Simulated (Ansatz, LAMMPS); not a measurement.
**A faulty run on liquid pyrrole at 320 K (80 atoms)**

Program: Ansatz 0.2.0. The cell: 32 C, 8 N and 40 H.

The input, input.yaml:

```yaml
crystal:
  lattice:
    - [9.72174, 0.0, 0.0]
    - [0.0, 9.72174, 0.0]
    - [0.0, 0.0, 9.72174]
  atoms:
    - { symbol: C, position: [0.69772, 0.04613, 0.72079] }
    - { symbol: C, position: [0.63472, 0.93427, 0.65911] }
    - { symbol: C, position: [0.53332, 0.89265, 0.74578] }
    - { symbol: "N", position: [0.53192, 0.97465, 0.85905] }
    - { symbol: C, position: [0.6317, 0.0723, 0.84123] }
    - { symbol: H, position: [0.77888, 0.10613, 0.6778] }
    - { symbol: H, position: [0.66597, 0.88475, 0.56603] }
    - { symbol: H, position: [0.46493, 0.80834, 0.73777] }
    - { symbol: H, position: [0.46704, 0.95844, 0.9404] }
    - { symbol: H, position: [0.64043, 0.147, 0.91866] }
    - { symbol: C, position: [0.15155, 0.97722, 0.01174] }
    - { symbol: C, position: [0.16857, 0.99401, 0.86761] }
    - { symbol: C, position: [0.03899, 0.97454, 0.80994] }
    - { symbol: "N", position: [0.9429, 0.94923, 0.90557] }
    - { symbol: C, position: [0.01428, 0.94957, 0.02802] }
    - { symbol: H, position: [0.23919, 0.99428, 0.08477] }
    - { symbol: H, position: [0.25767, 0.01957, 0.81381] }
    - { symbol: H, position: [0.01254, 0.9812, 0.70382] }
    [... 56 atom lines left out ...]
    - { symbol: C, position: [0.94723, 0.54611, 0.902] }
    - { symbol: H, position: [0.73503, 0.58764, 0.82254] }
    - { symbol: H, position: [0.76946, 0.357, 0.68444] }
    - { symbol: H, position: [0.0146, 0.24511, 0.7786] }
    - { symbol: H, position: [0.12588, 0.42904, 0.9337] }
    - { symbol: H, position: [0.98338, 0.62913, 0.96384] }
kpoints:
  mp_grid: { grid: [1, 1, 1] }
hamiltonian:
  xc: pbe
  dispersion: d3bj
scf:
  occupations: { method: fermi_dirac, width: 0.05 }
  eigensolver: { kind: { support_functions: { accuracy: medium, radius: 2.99 } } }
  max_iter: 150
output:
  forces: true
  eigenvalues: true
```

The run is started by

```console
$ ansatz run input.yaml --threads 4 --pin off --max-ram 8192MiB --backend cpu --events-out ev --progress --plain --runs-dir out
```

What it wrote:

```text
Warning: scf.eigensolver.kind.support_functions: disabling space-group detection — the functions' gradient is summed over unrotated k-points, so no spatial operation reduces the k-mesh or symmetrises the density; time reversal is kept, so that k and −k are solved as one point where they differ and the mesh holds both, and exact exchange and, on two spinor components, a DFT+U term hold to it where the run has them: [...]
settings of this run that can trade accuracy for cost: scf.eigensolver.kind.support_functions [...]
Engine: ansatz 0.2.0, aarch64-unknown-linux-gnu
Pseudopotentials: kind: paw
Pseudopotential: C, paw, valence charge 4, recommended cutoff 420 eV (normal), C.paw.azcp
Pseudopotential: N, paw, valence charge 5, recommended cutoff 420 eV (normal), N.paw.azcp
Pseudopotential: H, paw, valence charge 1, recommended cutoff 420 eV (normal), H.paw.azcp
[... 5 lines on functional and potentials left out ...]
Error: SCF: the radius of support functions is under 3.34 Å, the least for these sites at the functions' level (scf.eigensolver.kind.support_functions.accuracy). Use scf.eigensolver.kind: auto, or type scf.eigensolver.kind.support_functions.radius at least as long, [...]
```

Wall time 1.4 s (4 threads of Arm Neoverse V2, shared host); peak memory 0.22 GiB; 4.2 s of CPU time.

Q: Name the fault and the fix.

A radius under the least that the level allows: support_functions.accuracy = "medium" and support_functions.radius = 2.99.

The fix is to use a longer radius.

The run ended with an error.

[Logs are printed without paths, hosts, clocks, repeated set-up lines and the standing remarks that a program may print on its own settings, such as how far it seeks lower states.]

[Hosts, paths, dates, database ids (printed as entryN), source tags and the programs' standing remarks are cut or masked in the printed files.]
